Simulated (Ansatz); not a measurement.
**Y2CO2 monolayer: phonons and vibrational spectra**

Wanted: vibrations and spectra of Y2CO2 monolayer; the cell is already relaxed. After the zone centre comes a 6×6×1 q mesh on a 12×12×1 k mesh.

Method: DFT PBEsol, scalar-relativistic, plane waves, PAW, in Ansatz 0.2.0.

**1. Starting point**

The cell holds 5 atoms: 1 C, 2 Y and 2 O. Its edges and angles: a = 3.492 Å, b = 3.492 Å, c = 33.705 Å, α = 90.0°, β = 90.0°, γ = 120.0°. Vacuum lies along c.

As a file:

```
C Y O
1.0
     3.49183    0.00000    0.00000
    -1.74592    3.02402    0.00000
     0.00000    0.00000   33.70515
C Y O
1 2 2
Cartesian
  0.0000 0.0000 10.0000
  0.0000 2.0160 11.7479
  1.7459 1.0080 8.2521
  1.7459 1.0080 12.4933
  0.0000 2.0160 7.5067
```

**2. Zone-centre response**

The cell comes from relaxations at this level that are not shown. The zone centre comes first: it holds the modes that light can see, as far as symmetry allows. No field response is asked, since the mesh shows no gap.

input.yaml

```yaml
crystal:
  lattice:
    - [3.4918345012, 0.0, 0.0]
    - [-1.7459172506, 3.0240173839, 0.0]
    - [0.0, 0.0, 33.7051500373]
  atoms:
    - { symbol: C, position: [0.0, 0.0, 0.2966905648] }
    - { symbol: "Y", position: [0.3333333333, 0.6666666667, 0.348549838] }
    - { symbol: "Y", position: [0.6666666667, 0.3333333333, 0.2448312916] }
    - { symbol: O, position: [0.6666666667, 0.3333333333, 0.3706638186] }
    - { symbol: O, position: [0.3333333333, 0.6666666667, 0.222717311] }
  periodic: [true, true, false]
kpoints:
  mp_grid: { grid: [12, 12, 1] }
hamiltonian:
  xc: pbesol
scf:
  occupations: { method: methfessel_paxton, width: 0.15 }
output:
  eigenvalues: true
phonons:
  method: dfpt
```

Started as:

```bash
ansatz run input.yaml --threads 8 --pin off --max-ram 14336MiB --backend cpu --events-out ev --progress --plain --runs-dir out
```

Numbers of over 12 decimals in the logs are rounded to 6 here.

Output:

```text
Warning: crystal.symmetry: narrowed to the stabiliser of the run's FFT grids — unitary ops 12 → 6. A phonons.method: dfpt run fills in the rows of the dynamical matrix that it does not solve by its symmetry operations, which is exact only for operations that map its FFT grids onto themselves: filled in by any other, the frequencies could depend on the order in which like atoms are typed, or, by more than the grids' own error, on where the crystal sits among the grids' points. Excluded: 6 operations. The run can therefore solve more perturbations, solve them on more k-points, or both, and cost more. [rest of the remark cut]
Engine: ansatz 0.2.0, aarch64-unknown-linux-gnu
Pseudopotentials: kind: paw
Pseudopotential: C, paw, valence charge 4, recommended cutoff 420 eV (normal), C.paw.azcp
Pseudopotential: Y, paw, valence charge 11, recommended cutoff 420 eV (normal), Y.paw.azcp
Pseudopotential: O, paw, valence charge 6, recommended cutoff 420 eV (normal), O.paw.azcp
Functional definition: PBEsol
  exchange = pbesol_x
  correlation = pbesol_c
Crystal: 5 atoms, lattice volume = 355.905 Å³
Basis set: ecut = 420 eV, 6923 PW (Γ), exchange–correlation on 48×48×480 points (8 copies of the dense FFT grid, shifted against one another)
Bands: 24, of which v1, the nominal top of the filled ones, is band 19 counted from 1 (18 counted from 0)
Symmetry: 12 space group operations
k-points: 43 of 144 (irreducible under 2 space group operations, time reversal used)
Non-local potential: C, projectors of the file, l = 0: 2, l = 1: 2, l = 2: 1
Non-local potential: Y, projectors of the file, l = 0: 3, l = 1: 2, l = 2: 2, l = 3: 1
Non-local potential: O, projectors of the file, l = 0: 2, l = 1: 2, l = 2: 1
PAW form: soft (Blöchl's): semilocal exchange-correlation on the pseudo side does not see the compensation charge
PAW frozen core: C, regenerated for the run's functional, and the local potential with it (the file was generated under x = pbe(κ = 0.804, μ = 0.219515), c = pbe(β = 0.066725))
PAW frozen core: Y, regenerated for the run's functional, and the local potential with it (the file was generated under x = pbe(κ = 0.804, μ = 0.219515), c = pbe(β = 0.066725))
PAW frozen core: O, regenerated for the run's functional, and the local potential with it (the file was generated under x = pbe(κ = 0.804, μ = 0.219515), c = pbe(β = 0.066725))
PAW one-centre angular grid: C, 110 points (default); XC on 64 Gauss nodes
PAW one-centre angular grid: Y, 590 points (default); XC on 64 Gauss nodes
PAW one-centre angular grid: O, 110 points (default); XC on 64 Gauss nodes
Initial density: superposition of atomic densities (neutral atoms: chi_scale 0, normalization atom), corrected by the library's trained network
Initial wavefunctions: pseudopotential atomic-orbital guess
Functional: x = pbesol(κ = 0.804, μ = 0.123457), c = pbesol(β = 0.046)
SCF iter   1: F=—  HF=-8962.074641 eV  |F-HF|=—  |Δ(HF+E_count)|=         —  Δρ=5.79e-3  dr2=1.93e-1  ethr=1.77e-3  ⟨swp⟩=10.1  Hψ=7080  notcnv=0
preconditioner: auto → LDOS  [metal: Δε(μ)=0.021 eV  Ē_g=14.740 eV  σ=0.150 eV  W_gap=0.12  n_scr=20 (ndim 8)  ℏωp=11.5 eV  f_vac=0.758  D(μ)=4.25/eV (n_scr^D=14)  β→1.0]
SCF iter   2: F=—  HF=-8962.035722 eV  |F-HF|=—  |Δ(HF+E_count)|=   3.89e-2  S|Δr|=    0.00e0  Δρ=4.82e-3  dr2=5.16e-2  ethr=5.09e-4  ⟨swp⟩=3.3  Hψ=2643  notcnv=0  defer=10
SCF iter   3: F=—  HF=-8962.033878 eV  |F-HF|=—  |Δ(HF+E_count)|=   1.84e-3  S|Δr|=    0.00e0  Δρ=1.85e-3  dr2=2.93e-2  ethr=1.36e-4  ⟨swp⟩=2.5  Hψ=1915  notcnv=0  defer=10
SCF iter   4: F=—  HF=-8962.031651 eV  |F-HF|=—  |Δ(HF+E_count)|=   2.23e-3  S|Δr|=    0.00e0  Δρ=1.21e-3  dr2=1.12e-2  ethr=7.72e-5  ⟨swp⟩=2.5  Hψ=1468  notcnv=0  defer=10
SCF iter   5: F=—  HF=-8962.029846 eV  |F-HF|=—  |Δ(HF+E_count)|=   1.81e-3  S|Δr|=    0.00e0  Δρ=3.81e-4  dr2=9.57e-4  ethr=2.95e-5  ⟨swp⟩=2.3  Hψ=1498  notcnv=0  defer=10
SCF iter   6: F=—  HF=-8962.029654 eV  |F-HF|=—  |Δ(HF+E_count)|=   1.91e-4  S|Δr|=    0.00e0  Δρ=1.20e-4  dr2=7.90e-5  ethr=2.52e-6  ⟨swp⟩=2.9  Hψ=1863  notcnv=0  defer=10
SCF iter   7: F=—  HF=-8962.029678 eV  |F-HF|=—  |Δ(HF+E_count)|=   2.38e-5  S|Δr|=    0.00e0  Δρ=3.32e-5  dr2=3.04e-6  ethr=2.08e-7  ⟨swp⟩=3.2  Hψ=1955  notcnv=0  defer=10
SCF iter   8: F=—  HF=-8962.029681 eV  |F-HF|=—  |Δ(HF+E_count)|=   2.87e-6  S|Δr|=    0.00e0  Δρ=9.19e-6  dr2=2.29e-7  ethr=8.01e-9  ⟨swp⟩=3.1  Hψ=2158  notcnv=0  defer=9
SCF iter   9: F=—  HF=-8962.029681 eV  |F-HF|=—  |Δ(HF+E_count)|=   1.89e-7  S|Δr|=    0.00e0  Δρ=1.42e-6  dr2=5.39e-9  ethr=6.03e-10  ⟨swp⟩=3.5  Hψ=2430  notcnv=0  defer=9
SCF iter  10: F=—  HF=-8962.029681 eV  |F-HF|=—  |Δ(HF+E_count)|=   4.09e-8  S|Δr|=    0.00e0  Δρ=2.52e-7  dr2=2.03e-10  ethr=1.42e-11  ⟨swp⟩=3.6  Hψ=2261  notcnv=0  defer=9
SCF iter  11: F=-8962.029681 eV  HF=-8962.029681 eV  |F-HF|=1.82e-10  |Δ(HF+E_count)|=   2.39e-9  S|Δr|=    0.00e0  Δρ=5.59e-8  dr2=8.77e-12  ethr=1.00e-12  ⟨swp⟩=13.2  Hψ=9280  notcnv=0
SCF 1 converged in 11 iterations: F = -8962.029681 eV  dr2 = 8.77e-12
  greatest PAW one-centre occupation: 0.993 electrons in one spin orbital (limit 2), on the Y atom at site 2 (counted from 0), in its partial waves of l = 0
DFPT response loops at Γ: preconditioner auto → none (partly filled bands, converged f_vac=0.757); β = 0.50; Broyden in place of MSR1
SCF converged after 11 iterations
Stability not checked: this state was not tested for a lower state beside it, because cold or Methfessel-Paxton smearing, or corrected tetrahedra, fill the levels in a way that the test cannot read (fill_not_monotonic; see scf.lower_state_search)
Free energy (F): -8962.029681 eV
Harris-Foulkes:  -8962.029681 eV  (|F-HF|=1.82e-10)
Internal energy: -8962.025158 eV  (E = F + TS)
E sigma→0 (E₀):  -8962.028551 eV
Entropy (-TS):   -0.004523 eV (-0.905 meV/atom)
Fermi energy:    -5.790384 eV
--- Per-component energies (eV) ---
  E_band       = -742.736670
  E_kinetic    = 1045.523606
  E_local      = -77955.991775  (includes V_loc(G=0)·N_el)
  E_nonlocal   = 226.769044
  E_hartree    = 38385.198736
  E_xc         = -537.657691
  E_vxc        = -643.639106  (∫ρ·V_xc dr)
  E_paw        = -5945.652471  (= ΣΔE_a)
  E_vpaw       = -185.800610  (= ΣTr[D̂ρ^β])
  E_aug_tail   = 0.004890  (compensation charges beyond the density's cutoff)
  E_ewald      = 35819.391282
  E_core_change = 0.389222  (= ΣΔE_core)
  E_smearing   = -0.004523  (= −TS)
  E_closure    = -0.000000  (closes the sum)
  Σ components = -8962.029681   (vs F -8962.029681, Δ=0.00e0)
--- Band table (eV; the first three rows and the last of 43) ---
  k-point 0: bands = [... 15 lower, -8.8272, -8.3282, -6.1056, -4.5995, -4.5995, -1.4248 (-1.4248°), -1.1058 (-1.1058°), -0.8102, ... 1 higher]
  k-point 1: bands = [... 15 lower, -8.6337, -8.2905, -5.9882, -4.9535, -4.7089, -1.4117 (-1.4117°), -1.0071 (-1.0072°), -0.7841, ... 1 higher]
  k-point 2: bands = [... 15 lower, -8.4477, -8.1798, -5.7891, -5.7123, -4.9598, -1.5383 (-1.5383°), -0.8280, -0.6554, ... 1 higher]
  k-point 42: bands = [... 15 lower, -7.9069, -7.8576, -6.7481, -6.3134, -6.0520, -1.5548, -0.8920, -0.1882, ... 1 higher]
  ° read free of the cell's end (the report's vacuum.weakly_bound_levels)
--- Phonons (Γ-DFPT): 10 representative perturbations + reference, on 43 of 144 k-points (Σ response iterations 60) ---
  ASR residual: 6.248e-5 → 0.000e0 eV/Å²; symmetrization residual: 7.185e-6 eV/Å²
  The last average, over the group as it would stand without the narrowing to the FFT grids, took up to 3.617e-6 eV/Å² of the zone centre's force constants
  ASR residual per site (eV/Å²): 6.25e-5 1.53e-5 2.20e-5 2.39e-5 2.39e-5
  Γ frequencies (cm⁻¹): 0.00 0.00 0.00 65.22 65.22 105.77 280.30 280.30 396.92 419.68 429.74 429.74 436.52 443.94 443.94
  non-analytic LO–TO correction: not included (Born effective charges unavailable; polar crystals: no LO–TO splitting at Γ)
```

Run time: 66 s. Hardware: 8 threads of Arm Neoverse V2, shared host; peak memory 1.8 GiB; 8 min of CPU time.

This step gave:

* gap on the k-mesh: 0 eV
* sum-rule residual before enforcement: 6.25e-5 eV/Å²
* point group: -3m
* area per atom: 2.112 Å²
* highest optical mode at the zone centre (no LO-TO term): 443.9 cm⁻¹
* lowest optical zone-centre mode: 65.22 cm⁻¹

Patterns of degenerate modes are one choice out of their space. The modes at Γ (shares of kinetic energy by element, %):

```
mode  frequency (cm⁻¹)  symmetry  C %  Y %  O %
   1               0.0  acoustic    5   80   14
   2               0.0  acoustic    5   80   14
   3               0.0  acoustic    5   80   14
   4              65.2        Eg    0   86   14
   5              65.2        Eg    0   86   14
   6             105.8       A1g    0   86   14
   7             280.3        Eu   93    7    0
   8             280.3        Eu   93    7    0
   9             396.9       A2u   52   18   31
  10             419.7       A1g    0   14   86
  11             429.7        Eg    0   14   86
  12             429.7        Eg    0   14   86
  13             436.5       A2u   43    2   55
  14             443.9        Eu    2   13   85
  15             443.9        Eu    2   13   85
```

Displacements in mode 5 (65.2 cm⁻¹), the largest set to 1:
```
C1   0.00  0.00  0.00
Y2   0.31  1.00  0.00
Y3  -0.31 -1.00  0.00
O4   0.29  0.95  0.00
O5  -0.29 -0.95  0.00
```

Displacements in mode 7 (280.3 cm⁻¹), the largest set to 1:
```
C1   0.00  1.00  0.00
Y2   0.00 -0.07  0.00
Y3   0.00 -0.07  0.00
O4   0.00  0.02  0.00
O5   0.00  0.02  0.00
```

Before it was imposed, the acoustic sum rule was missed by 6.2e-5 eV/Å². Small misses are needed for a sound result but don't prove that mesh and cutoff are converged. The lowest optical mode is real, 65.2 cm⁻¹.

(Continued in part 2 of 3.)

[Logs are printed without paths, hosts, clocks, repeated set-up lines and the standing remarks that a program may print on its own settings, such as how far it seeks lower states.]

[Hosts, paths, dates, database ids (printed as entryN), source tags and the programs' standing remarks are cut or masked in the printed files.]
